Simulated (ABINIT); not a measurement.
# A GW chain in ABINIT: CdF2 (Fm-3m), part 3 of 3

How does a plane-wave GW calculation on CdF2 (Fm-3m) run from the first input to the gap?

ABINIT 10.8.3; PBE and many-body steps on it, plane waves. Known limits of the many-body steps: not at the basis limit; d shell near the gap, gap tends to lie low; no spin-orbit coupling; coarse k mesh.

So far. Step 3 (Bands along the symmetry lines): The gap is 3.124 eV, −0.020 eV from the run before at this level. Step 4 (Empty states on the mesh, 4×4×4 mesh, 88 bands): On this mesh the gap is 3.124 eV.

## Step 5: Screening, 4×4×4 mesh, 80 bands, screening to 136.1 eV

The RPA dielectric matrix is built and inverted for each q.

This step: RPA screening on PBE, plane waves, norm-conserving pseudopotentials.

run.abi

```
acell 3*1.0 Angstrom
rprim 
  0.000000000000 2.694000000000 2.694000000000
  2.694000000000 0.000000000000 2.694000000000
  2.694000000000 2.694000000000 -0.000000000000
ntypat 2
znucl 48 9
natom 3
typat 1 2 2
xred 
  0.000000000000 0.000000000000 0.000000000000
  0.250000000000 0.250000000000 0.250000000000
  0.750000000000 0.750000000000 0.750000000000
pp_dirpath "pseudos"
pseudos "Cd.upf, F.upf"
ecut 47
ngkpt 4 4 4
nshiftk 1
shiftk 0 0 0
kptopt 1
chksymbreak 0
istwfk *1
occopt 1
irdwfk 1
optdriver 3
nband 80
ecuteps 5
inclvkb 2
awtr 1
symchi 1
indata_prefix "in"
outdata_prefix "out"
tmpdata_prefix "tmp"
```

Launch:

```console
> OMP_NUM_THREADS=1 mpirun -n 8 abinit run.abi > log
```

Numbers of over 12 decimals in the logs are rounded to 6 here.

What it wrote:

```text
.Version 10.8.3 of ABINIT. v10.8.2 released Aug 2026.

 Symmetries : space group Fm -3 m (#225); Bravais cF (face-center cubic)
[... echo of the input left out ...]
== DATASET  1 ==================================================================
-   mpi_nproc: 8, omp_nthreads: 1 (-1 if OMP is not activated)

--- !DatasetInfo
iteration_state: {dtset: 1, }
dimensions: {natom: 3, nkpt: 8, mband: 80, nsppol: 1, nspinor: 1, nspden: 1, mpw: 4092, }
cutoff_energies: {ecut:  47.0, pawecutdg:  -1.0, }
electrons: {nelect:   3.40000000E+01, charge:   0.00000000E+00, occopt:   1.00000000E+00, tsmear:   1.00000000E-02, }

 SCREENING: Calculation of the susceptibility and dielectric matrices

 Based on a program developped by R.W. Godby, V. Olevano, G. Onida, and L. Reining.
 Incorporated in ABINIT by V. Olevano, G.-M. Rignanese, and M. Torrent.
.Using double precision arithmetic ; gwpc =  8

[... cell and pseudopotentials left out ...]
--------------------------------------------------------------------------------

 ==== K-mesh for the wavefunctions ====
 Number of points in the irreducible wedge :     8
[... list of points left out ...]
 Together with 48 symmetry operations and time-reversal symmetry
 yields    64 points in the full Brillouin Zone.

 ==== Q-mesh for the screening function ====
 Number of points in the irreducible wedge :     8
[... list of points left out ...]
 Together with 48 symmetry operations and time-reversal symmetry
 yields    64 points in the full Brillouin Zone.

 setmesh: FFT mesh size selected  =    30x   30x   30
          total number of points  =        27000

 vcoul_init : cutoff-mode = AUXILIARY_FUNCTION
 q-points for optical limit:   1
     1)      0.000010    0.000020    0.000030

- screening: taking advantage of time-reversal symmetry
- Maximum band index for partially occupied states nbvw = 17
- Remaining bands to be divided among processors   nbcw = 63
- Number of bands treated by each node ~7

 Number of electrons calculated from density =   34.0000; Expected =   34.0000
 average of density, n =  0.128843
 r_s =    1.2282
 omega_plasma =   34.6246 [eV]

 calculating chi0 at frequencies [eV] :
  1    0.000000E+00    0.000000E+00
  2    0.000000E+00    3.462465E+01

--------------------------------------------------------------------------------
  q-point number  1        q = ( 0.000000, 0.000000, 0.000000) [r.l.u.]
--------------------------------------------------------------------------------
[... chi0 elements left out ...]
 For q-point:  0.000010 0.000020 0.000030
  dielectric constant =   2.7555
  dielectric constant without local fields =   2.9031

  Average fulfillment of the sum rule on Im[epsilon] for q-point    1 :     50.84  [%]
[... wings left out ...]
  q-point number  2        q = ( 0.250000, 0.000000, 0.000000) [r.l.u.]
--------------------------------------------------------------------------------
[... chi0 elements left out ...]
  Average fulfillment of the sum rule on Im[epsilon] for q-point    2 :     66.51  [%]

 [... 6 further q-points ...]
```

Wall time 7.3 s (8 MPI ranks of AMD EPYC 9R45, shared host); peak memory 1.6 GiB; 56 s of CPU time.

This step gave:

```
ε∞ with local fields, on this mesh, along the program's q direction : 2.756
the same without local fields                                       : 2.903
plasma frequency                                                    : 34.62 eV
plane waves in the screening matrix                                 : 137
```

Local fields lower ε∞ by 5 %. On a Γ-centred mesh this coarse the value itself is usually too large, while a short band sum pulls it down.

## Step 6: Self-energy, 4×4×4 mesh, 80 bands, screening to 136.1 eV

The self-energy is evaluated for the states that the input lists, and the levels follow from it, in one-shot runs by the linearised quasiparticle equation.

This step: G0W0 on PBE, plane waves, norm-conserving pseudopotentials.

Edit run.abi of step 5 so:

```diff
@@ -24,8 +24,17 @@
 irdwfk 1
-optdriver 3
+optdriver 4
 nband 80
+gwcalctyp 0
+ecutsigx 47
+symsigma 1
+nkptgw 2
+kptgw 
+  -0.2500000000 0.5000000000 0.2500000000
+  0.0000000000 0.0000000000 0.0000000000
+bdgw 
+  16 19
+  15 21
 ecuteps 5
-inclvkb 2
-awtr 1
-symchi 1
+irdscr 1
+ppmodel 1
 indata_prefix "in"
```

What it wrote:

```text
.Version 10.8.3 of ABINIT. v10.8.2 released Aug 2026.

 Symmetries : space group Fm -3 m (#225); Bravais cF (face-center cubic)
[... echo of the input left out ...]
== DATASET  1 ==================================================================
-   mpi_nproc: 8, omp_nthreads: 1 (-1 if OMP is not activated)

--- !DatasetInfo
iteration_state: {dtset: 1, }
dimensions: {natom: 3, nkpt: 8, mband: 80, nsppol: 1, nspinor: 1, nspden: 1, mpw: 4092, }
cutoff_energies: {ecut:  47.0, pawecutdg:  -1.0, }
electrons: {nelect:   3.40000000E+01, charge:   0.00000000E+00, occopt:   1.00000000E+00, tsmear:   1.00000000E-02, }

 SIGMA: Calculation of the GW corrections

 Based on a program developped by R.W. Godby, V. Olevano, G. Onida, and L. Reining.
 Incorporated in ABINIT by V. Olevano, G.-M. Rignanese, and M. Torrent.
.Using double precision arithmetic ; gwpc =  8

[... cell and pseudopotentials left out ...]
--------------------------------------------------------------------------------

 ==== K-mesh for the wavefunctions ====
 Number of points in the irreducible wedge :     8
[... list of points left out ...]
 Together with 48 symmetry operations and time-reversal symmetry
 yields    64 points in the full Brillouin Zone.

 ==== Q-mesh for screening function ====
 Number of points in the irreducible wedge :     8
[... list of points left out ...]
 Together with 48 symmetry operations and time-reversal symmetry
 yields    64 points in the full Brillouin Zone.

 vcoul_init : cutoff-mode = AUXILIARY_FUNCTION
 q-points for optical limit:   1
     1)      0.000010    0.000020    0.000030
 setmesh: FFT mesh size selected  =    45x   45x   45
          total number of points  =        91125

 Number of electrons calculated from density =   34.0000; Expected =   34.0000
 average of density, n =  0.128843
 r_s =    1.2282
 omega_plasma =   34.6246 [eV]

 === KS Band Gaps ===
  >>>> For spin  1
   Minimum direct gap =   3.6194 [eV], located at k-point      :   0.0000  0.0000  0.0000
   Fundamental gap    =   3.1240 [eV], Top of valence bands at :  -0.2500  0.5000  0.2500
                                       Bottom of conduction at :   0.0000  0.0000  0.0000
 SIGMA fundamental parameters:
 PLASMON POLE MODEL  1
 number of plane-waves for SigmaX                 4015
 number of plane-waves for SigmaC and W            137
 number of plane-waves for wavefunctions          4015
 number of bands                                    80
 number of independent spin polarizations            1
 number of spinorial components                      1
 number of k-points in IBZ                           8
 number of q-points in IBZ                           8
 number of symmetry operations                      48
 number of k-points in BZ                           64
 number of q-points in BZ                           64
 number of frequencies for dSigma/dE                 9
 frequency step for dSigma/dE [eV]                0.25
 number of omega for Sigma on real axis              0
 max omega for Sigma on real axis  [eV]           0.00
 zcut for avoiding poles [eV]                     0.10

 EPSILON^-1 parameters (SCR file):
 dimension of the eps^-1 matrix on file            137
 dimension of the eps^-1 matrix used               137
 number of plane-waves for wavefunctions          4015
 number of bands                                    80
 number of q-points in IBZ                           8
 number of frequencies                               2
 number of real frequencies                          1
 number of imag frequencies                          1

 matrix elements of self-energy operator (all in [eV])

 Perturbative Calculation

--- !SelfEnergy_ee
iteration_state: {dtset: 1, }
kpoint     : [  -0.250,    0.500,    0.250, ]
spin       : 1
KS_gap     :    8.101
QP_gap     :   11.417
Delta_QP_KS:    3.316
data: !SigmaeeData |
     Band     E0 <VxcDFT>   SigX SigC(E0)      Z dSigC/dE  Sig(E)    E-E0       E
       16   2.536 -23.138 -30.563   5.828   0.796  -0.257 -24.408  -1.270   1.266
       17   3.135 -24.392 -31.575   5.654   0.805  -0.242 -25.624  -1.231   1.904
       18  11.236 -16.752 -10.745  -3.574   0.857  -0.167 -14.667   2.085  13.321
       19  14.664 -10.958  -6.360  -3.409   0.871  -0.148  -9.922   1.036  15.700

--- !SelfEnergy_ee
iteration_state: {dtset: 1, }
kpoint     : [   0.000,    0.000,    0.000, ]
spin       : 1
KS_gap     :    3.619
QP_gap     :    6.069
Delta_QP_KS:    2.450
data: !SigmaeeData |
     Band     E0 <VxcDFT>   SigX SigC(E0)      Z dSigC/dE  Sig(E)    E-E0       E
       15   2.640 -24.993 -32.322   5.504   0.818  -0.223 -26.486  -1.493   1.147
       16   2.640 -24.993 -32.322   5.504   0.818  -0.223 -26.486  -1.493   1.147
       17   2.640 -24.993 -32.322   5.504   0.818  -0.223 -26.486  -1.493   1.147
       18   6.259 -12.403  -7.938  -3.373   0.876  -0.142 -11.446   0.957   7.216
       19  15.876 -10.202  -4.669  -4.113   0.878  -0.139  -8.955   1.247  17.123
       20  15.876 -10.202  -4.669  -4.113   0.878  -0.139  -8.955   1.247  17.123
       21  15.876 -10.202  -4.669  -4.113   0.878  -0.139  -8.955   1.247  17.123

== END DATASET(S) ==============================================================
================================================================================

 -outvars: echo values of variables after computation  --------
           etotal      0.0000000000E+00
            nband          80
             nkpt           8
          spgroup         225
 [... the other variables as echoed above ...]

 Calculation completed.
```

The job ended after 3.2 s (8 MPI ranks; peak memory 1.5 GiB).

This step gave:

| Quantity | Value |
| --- | --- |
| G0W0 gap on the points computed | 5.312 eV |
| starting gap on the mesh | 3.124 eV |
| k of the valence top | -0.25, 0.5, 0.25 |
| k of the conduction bottom | 0, 0, 0 |
| Z at the valence top | 0.805 |
| Z at the conduction bottom | 0.876 |
| least direct G0W0 gap on the computed points | 6.069 eV |

The gap on the mesh goes from 3.12 eV to 5.31 eV, a correction of +2.19 eV.

Limits: finite bands, cutoff and mesh; d shell near the gap, gap tends to lie low; no spin-orbit coupling; coarse k mesh. v1 is the top filled band, c1 the lowest empty one. The levels before and after the correction (eV, zero at the valence-band top of each column):

```
           conduction bottom  valence top
Kohn-Sham               3.12         0.00
     G0W0               5.31         0.00
```

```
                         level  energy (eV)
Kohn-Sham  (-0.25 0.5 0.25) v2       -0.599
Kohn-Sham  (-0.25 0.5 0.25) v1        0.000
Kohn-Sham  (-0.25 0.5 0.25) c1        8.101
Kohn-Sham  (-0.25 0.5 0.25) c2       11.529
Kohn-Sham              Γ v3-v1       -0.496
Kohn-Sham                 Γ c1        3.124
Kohn-Sham              Γ c2-c4       12.741
     G0W0  (-0.25 0.5 0.25) v2       -0.638
     G0W0  (-0.25 0.5 0.25) v1        0.000
     G0W0  (-0.25 0.5 0.25) c1       11.417
     G0W0  (-0.25 0.5 0.25) c2       13.796
     G0W0              Γ v3-v1       -0.757
     G0W0                 Γ c1        5.312
     G0W0              Γ c2-c4       15.219
```

## Step 7: Where the time went

Times are wall times on 8 MPI ranks of AMD EPYC 9R45, shared host, good to a factor of about two.

| step | time | share | memory (GiB) |
| --- | --- | --- | --- |
| ground state | 6.5 s | 19 % | 0.73 |
| bands along the symmetry lines | 8.6 s | 26 % | 0.65 |
| empty states on the mesh | 8.2 s | 24 % | 0.65 |
| screening | 7.3 s | 22 % | 1.6 |
| self-energy | 3.2 s | 9 % | 1.5 |

## Step 8: Summary of results

- PBE gap: 3.12 eV, indirect
- G0W0 gap on the mesh: 5.31 eV
- GW settings: 4×4×4 mesh, 80 bands, screening to 136.1 eV, Godby-Needs plasmon pole
- known limits: not at the basis limit; d shell near the gap, gap tends to lie low; no spin-orbit coupling; coarse k mesh

In words: G0W0 moves the gap on the mesh from 3.12 eV to 5.31 eV (+2.19 eV), with Z of 0.81 and 0.88 at the edges. Local fields lower the RPA ε∞ on this mesh from 2.90 to 2.76; a Γ-centred mesh this coarse tends to raise both, most where the direct gap is narrow, while a short band sum lowers them. Only 2 of the mesh's irreducible points were corrected, so a valley elsewhere could overtake. Bands and cutoff are finite, so the gap is not at the basis limit. The miss can reach some tenths of an eV and take either sign; the mesh is an error of its own. In the G0W0 run levels were corrected at 2 k points alone, so a gap called «on the mesh» is the least over those, and an edge elsewhere would be missed. The 4×4×4 mesh is coarse for this cell, which bears on the long-range parts of exchange and screening. A d shell, filled or nearly so, lies near the gap. One-shot GW converges very slowly in bands there, not always from below, and on a semilocal start the gap tends to come out low; starts rich in exact exchange can overshoot instead. The many-body steps are scalar-relativistic: spin-orbit coupling is not in them.

[Paths, hosts, dates, memory and timing lines, banners, echoed tables and standing remarks are left out of the program output.]

[Logs are printed without paths, hosts, clocks, repeated set-up lines and the standing remarks that a program may print on its own settings, such as how far it seeks lower states.]

[Runs of the session that timed out or met a known fault of the program may be left out.]

[Hosts, paths, dates, database ids (printed as entryN), source tags and the programs' standing remarks are cut or masked in the printed files.]

[G0W0 gaps are taken among the corrected bands and points alone; a level outside them can change the order at an edge.]

[Where Ansatz stands beside ABINIT at settings called matched, ABINIT's density can come from a denser mesh and the files from another edition; pairs whose starting gaps differed by over 0.03 eV were left out, so agreement reads better than it is.]
